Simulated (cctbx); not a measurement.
**Interatomic vectors of TbSb12Os4**

Space group Im-3 (no. 204), a = 9.3790 Å, b = 9.3790 Å, c = 9.3790 Å, α = 90.00°, β = 90.00°, γ = 90.00°, content Os8 Tb2 Sb24.

Simulated single-crystal data (cctbx): synchrotron X-rays, λ = 0.6889 Å, to d = 0.7 Å, 50 % of the full sphere, strongest reflection 20000 counts, noise from counting, a 6 % proportional error and a noise floor of 8 counts (s.d.); no absorption.

Patterson synthesis from sharpened amplitudes, origin scaled to 1000:

```text
Patterson group I m -3
      u       v       w   height  length (A)
  0.000   0.000   0.000   1000.0     0.00
  0.000   0.000   0.500    423.8     4.69
  0.000   0.340   0.159    234.1     3.52
  0.250   0.250   0.250    148.6     4.06
  0.000   0.000   0.317    133.0     2.97
  0.087   0.250   0.408    104.6     4.56
  0.090   0.088   0.249    102.1     2.62
  0.153   0.315   0.343     64.8     4.60
  0.000   0.092   0.055     33.7     1.01
  0.000   0.000   0.112     32.1     1.05
  0.059   0.059   0.059     31.4     0.97
  0.000   0.205   0.365     31.2     3.92
  0.000   0.299   0.333     31.0     4.19
  0.000   0.147   0.210     25.4     2.41
```

Q: Assign the vectors.

A peak at u stands for all pairs with xi − xj = u, with weight Σ ZiZj against Σ Z² = 117082 at the origin. Peak heights follow these weights only roughly, since form factors, motion and series ripples differ, all vectors within 0.55 Å of a peak are counted as merged into it though the farther ones add only part of their weight, and F(000) is left out, which lowers the whole map:

| u | v | w | shortest length (Å) | height | 1000 ΣZiZj/ΣZ² | pairs in the cell |
| --- | --- | --- | --- | --- | --- | --- |
| 0.000 | 0.000 | 0.500 | 4.69 | 424 | 395 | 8 × Os–Os |
| 0.000 | 0.340 | 0.159 | 3.52 | 234 | 291 | 8 × Sb–Sb, 4 × Tb–Sb |
| 0.250 | 0.250 | 0.250 | 4.06 | 149 | 169 | 4 × Os–Tb |
| 0.000 | 0.000 | 0.317 | 2.97 | 133 | 178 | 8 × Sb–Sb |
| 0.087 | 0.250 | 0.408 | 4.56 | 105 | 132 | 4 × Os–Sb |
| 0.090 | 0.088 | 0.249 | 2.62 | 102 | 132 | 4 × Os–Sb |
| 0.153 | 0.315 | 0.343 | 3.97 | 65 | 89 | 4 × Sb–Sb |

The table stops at ten peaks or at a height of 45, below which ripples compete. In the model behind the data Os, the heaviest element, has 1 independent site: (1/4, 1/4, 1/4), up to an allowed shift of origin; the Os–Os vectors are differences of these positions and their symmetry mates. Elements of similar Z can't be told apart from the map alone. The whole model:

| atom | mult. | x | y | z | Ueq (Å²) |
| --- | --- | --- | --- | --- | --- |
| Os1 | 8 | 1/4 | 1/4 | 1/4 | 0.0061 |
| Tb1 | 2 | 0 | 0 | 0 | 0.0041 |
| Sb1 | 24 | 0.3418 | 0.1609 | 0 | 0.0059 |

This is a model crystal, built by substitution and not relaxed, with assumed displacement parameters.

[Logs are printed without paths, hosts, clocks, repeated set-up lines and the standing remarks that a program may print on its own settings, such as how far it seeks lower states.]
